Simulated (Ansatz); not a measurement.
**ScBiO3 (C2/c): the gap up the ladder of methods**

Wanted: a ladder of band gaps for ScBiO3 (C2/c), from density functionals to G0W0.

Calculated with Ansatz 0.2.0; density functionals, hybrids and G0W0, plane waves, PAW.

Report form: the programs' logs are mostly left out.

In doubt: masses and optical values from hybrid runs of this build are listed as unsure (step 7), which bears on the screening that GW takes from such a start.

### 1. Set-up

The structure is monoclinic, space group C2/c (No. 15). The conventional cell has a = 9.981 Å, b = 5.894 Å, c = 10.143 Å, α = 90.00°, β = 108.92°, γ = 90.00°. Nearest to Sc lie 6 O at 2.10 to 2.16 Å. Nearest to Sc lie 6 O at 2.08 to 2.19 Å. Nearest to Bi lie 4 O at 2.17 to 2.58 Å. Nearest to O lie 2 Sc at 2.10 to 2.19 Å and 1 Bi at 2.17 Å. Nearest to O lie 2 Sc at 2.14 Å and 2 Bi at 2.20 to 2.58 Å. O has 2 Sc at 2.08 to 2.16 Å and 1 Bi at 2.20 Å nearest. Farther neighbours and most contacts between anions are not listed.

The cell is the Materials Project's (PBE, PBE+U or r2SCAN) relaxed one; the ions were relaxed with LDA. Spin-orbit coupling is left out unless a step names it.

The logs state that the PAW files were generated under PBE.

### 2. LDA on the 6×6×4 mesh

Levels along a band path and on the mesh show where this functional puts the band edges.

This step: DFT, LDA, plane waves, PAW; PAW set soft_1.

input.yaml reads:

```yaml
crystal:
  lattice:
    - [4.990429, -2.946812, 0.0]
    - [4.990429, 2.946812, 0.0]
    - [-3.288007, 0.0, 9.594851]
  atoms:
    - { symbol: Sc, position: [0.5, 0.0, 0.0] }
    - { symbol: Sc, position: [0.7467744295, 0.2532255705, 0.75] }
    - { symbol: Sc, position: [0.0, 0.5, 0.5] }
    - { symbol: Sc, position: [0.2532255705, 0.7467744295, 0.25] }
    - { symbol: Bi, position: [0.3068079702, 0.9668261159, 0.6377382856] }
    - { symbol: Bi, position: [0.9668261159, 0.3068079702, 0.1377382856] }
    - { symbol: Bi, position: [0.6931920298, 0.0331738841, 0.3622617144] }
    - { symbol: Bi, position: [0.0331738841, 0.6931920298, 0.8622617144] }
    - { symbol: O, position: [0.1733092497, 0.1188896856, 0.8377623058] }
    - { symbol: O, position: [0.7310255316, 0.1042719339, 0.9161184122] }
    - { symbol: O, position: [0.6309143319, 0.687847841, 0.3621311594] }
    - { symbol: O, position: [0.8811103144, 0.8266907503, 0.6622376942] }
    - { symbol: O, position: [0.312152159, 0.3690856681, 0.1378688406] }
    - { symbol: O, position: [0.3690856681, 0.312152159, 0.6378688406] }
    - { symbol: O, position: [0.1042719339, 0.7310255316, 0.4161184122] }
    - { symbol: O, position: [0.8957280661, 0.2689744684, 0.5838815878] }
    - { symbol: O, position: [0.8266907503, 0.8811103144, 0.1622376942] }
    - { symbol: O, position: [0.687847841, 0.6309143319, 0.8621311594] }
    - { symbol: O, position: [0.2689744684, 0.8957280661, 0.0838815878] }
    - { symbol: O, position: [0.1188896856, 0.1733092497, 0.3377623058] }
kpoints:
  mp_grid: { grid: [6, 6, 4] }
  band_path:
    path:
      - [[0.0, 0.0, 0.0], [-0.34740707, 0.34740707, 0.0]]
      - [[-0.65259293, -0.34740707, 0.0], [-0.5, -0.5, 0.0], [0.0, 0.0, 0.0], [-0.5, -0.5, 0.5], [-0.68366665, -0.31633335, 0.5]]
      - [[-0.31633335, 0.31633335, 0.5], [0.0, 0.0, 0.5], [0.0, 0.0, 0.0]]
      - [[-0.5, 0.0, 0.5], [0.0, 0.0, 0.0], [-0.5, 0.0, 0.0]]
    npoints: 10
hamiltonian:
  xc: lda
  pseudopotentials: { kind: paw, azcp: { folder: soft_1 }, xc_functional: pbe }
scf:
  occupations: { method: fermi_dirac, width: 0.02 }
  n_extra_bands: 10
output:
  eigenvalues: true
  forces: true
  stress: true
```

Command:

```bash
ansatz run input.yaml --threads 24 --pin off --max-ram 82944MiB --backend cuda --events-out ev --progress --plain --runs-dir out --devices 1 --max-vram 78GiB
```

The job ended after 3.6 s (1 × NVIDIA GB200 (shared by 2 runs) with 24 threads of Arm Neoverse V2, shared host; peak memory 1.1 GiB).

Numbers from this step:

| Item | Value |
| --- | --- |
| pressure | -7.283 GPa |
| filled bands | 88 |
| gap | 2.832 eV |
| valence top at | L_2 |
| conduction bottom at | Y_2 |
| least direct gap | 2.990 eV |

Over mesh and path the gap is 2.832 eV, from k = (-0.500, 0.000, 0.500) to k = (-0.500, -0.500, 0.000). The least direct gap found is 2.990 eV, at k = (-0.531, -0.469, 0.000). The pressure in this cell is -7 GPa; the cell is kept.

### 3. LDA+SOC on the 6×6×4 mesh

This run has two-component orbitals with spin-orbit coupling.

This step: DFT, LDA with spin-orbit coupling, plane waves, PAW; PAW set soft_1.

input.yaml, the sections that differ from step 2:

```yaml
kpoints:
  mp_grid: { grid: [6, 6, 4] }
  band_path:
    path:
      - [0.0, 0.0, 0.0]
      - [-0.34740707, 0.34740707, 0.0]
      - [-0.65259293, -0.34740707, 0.0]
      - [-0.5, -0.5, 0.0]
      - [-0.5, -0.5, 0.5]
      - [-0.68366665, -0.31633335, 0.5]
      - [-0.31633335, 0.31633335, 0.5]
      - [0.0, 0.0, 0.5]
      - [-0.5, 0.0, 0.5]
      - [-0.530518586, -0.469481414, 0.0]
    npoints: 1
hamiltonian:
  xc: lda
  pseudopotentials: { kind: paw_fr, azcp: { folder: soft_1 }, xc_functional: pbe }
scf:
  occupations: { method: fixed }
  n_extra_bands: 20
magnetization:
  noncollinear: true
  spin_orbit: true
# crystal, output: as in step 2
```

The job ended after 4.7 s (1 × NVIDIA GB200 (shared by 2 runs) with 24 threads; peak memory 2 GiB).

Numbers from this step:

* pressure: -7.072 GPa
* gap: 2.560 eV
* valence top at: k = (-0.500, 0.000, 0.500)
* conduction bottom at: Y_2
* least direct gap: 2.716 eV

Over mesh and listed points the gap is 2.560 eV, from k = (-0.500, 0.000, 0.500) to k = (-0.500, -0.500, 0.000). The least direct gap found is 2.716 eV, at k = (-0.531, -0.469, 0.000). The pressure in this cell is -7 GPa; the cell is kept. LDA+SOC against LDA: 2.560 − 2.832 = −0.272 eV, with the same mesh, set of files (read in its fully relativistic form for the spin-orbit run) and cutoff, and both edges at the same k points. The spin-orbit run sees mesh and listed points alone, so its gap is an upper bound: the coupling can move an edge off these points, and the change over the zone, its sign included where it is small, is not known.

### 4. r2SCAN on the 6×6×4 mesh

r2SCAN is a meta-GGA: it depends on the kinetic-energy density as well as on the density and its gradient.

This step: DFT, r2SCAN, plane waves, PAW; PAW set soft_1.

Changes to input.yaml since step 3:

```diff
@@ -42,10 +42,7 @@
 hamiltonian:
-  xc: lda
-  pseudopotentials: { kind: paw_fr, azcp: { folder: soft_1 }, xc_functional: pbe }
+  xc: r2scan
+  pseudopotentials: { kind: paw, azcp: { folder: soft_1 } }
 scf:
   occupations: { method: fixed }
-  n_extra_bands: 20
-magnetization:
-  noncollinear: true
-  spin_orbit: true
+  n_extra_bands: 10
 output:
```

Elapsed: 3.5 s, on 1 × NVIDIA GB200 (shared by 2 runs) with 24 threads; peak memory 1.3 GiB; 18 s of CPU time.

Numbers from this step:

* pressure: -1.679 GPa
* gap: 3.322 eV
* valence top at: k = (-0.500, 0.000, 0.500)
* conduction bottom at: Y_2
* least direct gap: 3.490 eV

Over mesh and listed points the gap is 3.322 eV, from k = (-0.500, 0.000, 0.500) to k = (-0.500, -0.500, 0.000). The least direct gap found is 3.490 eV, at k = (-0.500, -0.500, 0.000). r2SCAN against LDA: 3.322 − 2.832 = +0.490 eV. The runs also differ in plane-wave cutoff (420 eV and 500 eV), so how much of this comes from the functional alone is not known.

### 5. HSE06 on the 4×4×2 mesh

HSE06 mixes in a quarter of exact exchange at short range.

This step: DFT, HSE06, plane waves, PAW; PAW set soft_1.

Changes to input.yaml since step 4:

```diff
@@ -27,3 +27,3 @@
 kpoints:
-  mp_grid: { grid: [6, 6, 4] }
+  mp_grid: { grid: [4, 4, 2] }
   band_path:
@@ -42,3 +42,3 @@
 hamiltonian:
-  xc: r2scan
+  xc: hse06
   pseudopotentials: { kind: paw, azcp: { folder: soft_1 } }
@@ -49,3 +49 @@
   eigenvalues: true
-  forces: true
-  stress: true
```

Run time: 24 s. Hardware: 1 × NVIDIA GB200 (shared by 2 runs) with 24 threads; peak memory 2.4 GiB.

This step gave:

| Quantity | Value |
| --- | --- |
| gap | 3.995 eV |
| valence top at | k = (-0.500, 0.000, 0.500) |
| conduction bottom at | Y_2 |
| least direct gap | 4.171 eV |
| exact-exchange fraction | 0.25 |

Over mesh and listed points the gap is 3.995 eV, from k = (-0.500, 0.000, 0.500) to k = (-0.500, -0.500, 0.000). The least direct gap found is 4.171 eV, at k = (-0.500, -0.500, 0.000). HSE06 against LDA: 3.995 − 2.832 = +1.163 eV. The runs also differ in mesh (6×6×4 and 4×4×2), so how much of this comes from the functional alone is not known.

### 6. G0W0@LDA, 4×4×2 mesh, 949 empty bands, screening to 130 eV, PAW set soft_1 files

G0W0 replaces the xc potential by a self-energy built once from the orbitals of the start. Levels are corrected in the window of bands that the input names, at points of the mesh.

This step: G0W0 on LDA, plane waves, PAW; PAW set soft_1.

Changes to input.yaml since step 5:

```diff
@@ -28,22 +28,12 @@
   mp_grid: { grid: [4, 4, 2] }
-  band_path:
-    path:
-      - [0.0, 0.0, 0.0]
-      - [-0.34740707, 0.34740707, 0.0]
-      - [-0.65259293, -0.34740707, 0.0]
-      - [-0.5, -0.5, 0.0]
-      - [-0.5, -0.5, 0.5]
-      - [-0.68366665, -0.31633335, 0.5]
-      - [-0.31633335, 0.31633335, 0.5]
-      - [0.0, 0.0, 0.5]
-      - [-0.5, 0.0, 0.5]
-      - [-0.530518586, -0.469481414, 0.0]
-    npoints: 1
 hamiltonian:
-  xc: hse06
-  pseudopotentials: { kind: paw, azcp: { folder: soft_1 } }
+  xc: lda
+  pseudopotentials: { kind: paw, azcp: { folder: soft_1 }, xc_functional: pbe }
 scf:
   occupations: { method: fixed }
-  n_extra_bands: 10
-output:
-  eigenvalues: true
+gw:
+  n_empty_bands: 949
+  ecut_chi: 130.0
+  qp_bands: [v4, c4]
+  qp_kpoints: band_edges
+  screening: { model: contour_deformation }
```

It took 58 s on 1 × NVIDIA GB200 (shared by 2 runs) with 24 threads; peak memory 4.8 GiB.

Numbers from this step:

| Item | Value |
| --- | --- |
| bands summed | 1037 |
| RPA ε∞ on this mesh (eigenvalues) | 5.189, 5.547, 5.771 |
| plane waves in the screening matrix | 965 |
| G0W0 gap over the corrected points | 3.848 eV |
| k of the valence top | 0, -0.5, -0.5 |
| k of the conduction bottom | -0.5, -0.5, 0 |
| starting gap on the mesh | 2.832 eV |
| Z at the valence top | 0.7462 |
| Z at the conduction bottom | 0.8045 |
| least direct G0W0 gap over the corrected points | 4.041 eV |

Over all 14 irreducible mesh points the G0W0 gap is 3.848 eV, from k = (0.000, -0.500, -0.500) to k = (-0.500, -0.500, 0.000). The LDA gap of this run on the mesh is 2.832 eV. The two states that bound the G0W0 gap lie that far apart at the start, so the correction of the gap is 3.848 − 2.832 = +1.016 eV.

### 7. G0W0@HSE06, 4×4×2 mesh, 441 empty bands, screening to 78 eV, PAW set soft_1 files

This step: G0W0 on HSE06, plane waves, PAW; PAW set soft_1.

Changes to input.yaml since step 6:

```diff
@@ -29,4 +29,4 @@
 hamiltonian:
-  xc: lda
-  pseudopotentials: { kind: paw, azcp: { folder: soft_1 }, xc_functional: pbe }
+  xc: hse06
+  pseudopotentials: { kind: paw, azcp: { folder: soft_1 } }
 scf:
@@ -34,4 +34,4 @@
 gw:
-  n_empty_bands: 949
-  ecut_chi: 130.0
+  n_empty_bands: 441
+  ecut_chi: 78
   qp_bands: [v4, c4]
```

Elapsed: 67 s, on 1 × NVIDIA GB200 (shared by 2 runs) with 24 threads; peak memory 3.9 GiB; 4.8 min of CPU time.

This step gave:

```yaml
bands_summed: 529
rpa_eps_infinity_on_this_mesh_eigenvalues: 4.004, 4.229, 4.350
plane_waves_in_the_screening_matrix: 441
g0w0_gap_over_the_corrected_points: 4.235 eV
k_of_the_valence_top: 0, -0.5, -0.5
k_of_the_conduction_bottom: -0.5, -0.5, 0
starting_gap_on_the_mesh: 3.995 eV
z_at_the_valence_top: 0.7917
z_at_the_conduction_bottom: 0.8385
least_direct_g0w0_gap_over_the_corrected_points: 4.428 eV
```

Over all 14 irreducible mesh points the G0W0 gap is 4.235 eV, from k = (0.000, -0.500, -0.500) to k = (-0.500, -0.500, 0.000). The HSE06 gap of this run on the mesh is 3.995 eV. The two states that bound the G0W0 gap lie that far apart at the start, so the correction of the gap is 4.235 − 3.995 = +0.240 eV. G0W0@HSE06 against G0W0@LDA with 529 bands (a further run, in the table below): 4.235 − 3.751 = +0.484 eV, with the same mesh, files and cutoffs, and both edges at the same k points.

### 8. The ladder

Each gap is the least one over the points named; times are wall times on shared hosts, not benchmarks. A G0W0 time includes the run's own self-consistent start. Runs with listed points see these and the mesh alone, so an edge that moves elsewhere is missed. Rows marked * are further runs, not shown as steps, whose inputs differ from the G0W0 step on the same start in the columns given; solver thresholds can differ too. Symmetry makes (-0.500, 0.000, 0.500) and (0.000, -0.500, -0.500) one point.

```tsv
level	mesh	files, cutoff	bands summed, screening	points	gap (eV)	valence top	conduction bottom	least direct gap (eV)	time
LDA	6×6×4	soft_1 PAW, 420 eV	-	mesh and path	2.832	(-0.500, 0.000, 0.500)	(-0.500, -0.500, 0.000)	2.990	3.6 s
LDA+SOC	6×6×4	soft_1 PAW, 420 eV	-	mesh and listed points	2.560	(-0.500, 0.000, 0.500)	(-0.500, -0.500, 0.000)	2.716	4.7 s
r2SCAN	6×6×4	soft_1 PAW, 500 eV	-	mesh and listed points	3.322	(-0.500, 0.000, 0.500)	(-0.500, -0.500, 0.000)	3.490	3.5 s
HSE06	4×4×2	soft_1 PAW, 420 eV	-	mesh and listed points	3.995	(-0.500, 0.000, 0.500)	(-0.500, -0.500, 0.000)	4.171	24 s
G0W0@LDA*	4×4×2	soft_1 PAW, 420 eV	244, 39 eV	all 14 irreducible mesh points	3.810	(0.000, -0.500, -0.500)	(-0.500, -0.500, 0.000)	4.010	12 s
G0W0@LDA*	4×4×2	soft_1 PAW, 420 eV	529, 78 eV	all 14 irreducible mesh points	3.751	(0.000, -0.500, -0.500)	(-0.500, -0.500, 0.000)	3.947	18 s
G0W0@LDA	4×4×2	soft_1 PAW, 420 eV	1037, 130 eV	all 14 irreducible mesh points	3.848	(0.000, -0.500, -0.500)	(-0.500, -0.500, 0.000)	4.041	58 s
G0W0@LDA*	2×2×2	soft_1 PAW, 420 eV	529, 78 eV	all 6 irreducible mesh points	3.726	(0.000, -0.500, -0.500)	(-0.500, -0.500, 0.000)	3.920	6.1 s
G0W0@HSE06	4×4×2	soft_1 PAW, 420 eV	529, 78 eV	all 14 irreducible mesh points	4.235	(0.000, -0.500, -0.500)	(-0.500, -0.500, 0.000)	4.428	67 s
```

### 9. Summary of results

| Property | Result |
| --- | --- |
| LDA, over mesh and path | 2.832 eV |
| LDA+SOC, over mesh and listed points | 2.560 eV |
| r2SCAN, over mesh and listed points | 3.322 eV |
| HSE06, over mesh and listed points | 3.995 eV |
| G0W0@LDA (1037 bands, 4×4×2), over all 14 irreducible mesh points | 3.848 eV |
| G0W0@HSE06, over all 14 irreducible mesh points | 4.235 eV |
| known limits | finite bands, screening cutoff and k mesh; no spin-orbit coupling in G0W0; screening cutoff under 40 eV in some runs |

**Reading.** The rows run from 2.560 eV (LDA+SOC) to 4.235 eV (G0W0@HSE06). They differ in mesh, plane-wave cutoff, bands and screening cutoff of G0W0 and the points over which the gap was sought as well as in level, so only pairs that share these are like for like. LDA+SOC against LDA: 2.560 − 2.832 = −0.272 eV, with the same mesh, set of files (read in its fully relativistic form for the spin-orbit run) and cutoff, and both edges at the same k points. The spin-orbit run sees mesh and listed points alone, so its gap is an upper bound: the coupling can move an edge off these points, and the change over the zone, its sign included where it is small, is not known. G0W0@HSE06 against G0W0@LDA with 529 bands: 4.235 − 3.751 = +0.484 eV, with the same mesh, files and cutoffs, and both edges at the same k points. G0W0@LDA (1037 bands, 4×4×2) moves the gap of its own start on the mesh by 3.848 − 2.832 = +1.016 eV, between the same two levels. Both edges that LDA shows over mesh and path lie at k points where levels were corrected. Levels at other points were not corrected, so a lower G0W0 gap elsewhere in the zone is not ruled out. G0W0@HSE06 moves the gap of its own start on the mesh by 4.235 − 3.995 = +0.240 eV, between the same two levels. Both edges that HSE06 shows over mesh and listed points lie at k points where levels were corrected. Levels at other points were not corrected, so a lower G0W0 gap elsewhere in the zone is not ruled out. What spin-orbit coupling does to the G0W0 levels was not computed, so no sum with the G0W0 gap is formed. For G0W0@LDA: from 244 bands and 39 eV to 1037 bands and 130 eV the gap moves by 3.848 − 3.810 = +0.038 eV (rung by rung 3.810, 3.751, 3.848 eV); bands and screening cutoff rise together, so their parts are not told apart. The gap turns back along the series (3.810, 3.751, 3.848 eV), so no line is drawn and the limit is not known. The other G0W0 rows are shown at one basis each (529 bands), so their distance from the limit is not known here. With the 2×2×2 mesh in place of the 4×4×2 mesh and all else as in the G0W0@LDA row with 529 bands, the gap differs by 3.726 − 3.751 = −0.025 eV, and that of the start by 2.824 − 2.832 = −0.008 eV. The G0W0 runs are scalar-relativistic. G0W0 is shown with one set of atomic data (soft_1 PAW), so the error from the files is not known here. A screening cutoff under 40 eV is crude: G0W0@LDA with 244 bands at 39 eV.

[Paths, hosts, dates, memory and timing lines, banners, echoed tables and standing remarks are left out of the program output.]

[Logs are printed without paths, hosts, clocks, repeated set-up lines and the standing remarks that a program may print on its own settings, such as how far it seeks lower states.]

[Runs of the session that timed out or met a known fault of the program may be left out.]

[Cells called generated may have been cut or substituted from an entry of the Crystallography Open Database or the Materials Project.]

[Hosts, paths, dates, database ids (printed as entryN), source tags and the programs' standing remarks are cut or masked in the printed files.]

[Where an RPA ε∞ is given, it is that of the G0W0 mesh and is not shown converged in it. Names of k-points follow the symmetry that the program found, which can be lower than the space group named. Band edges on a path are those of the sampled points; other points can move an edge, and change direct to indirect where valleys lie close.]

[Hybrid gaps are those of their k-mesh and are not shown converged in it.]
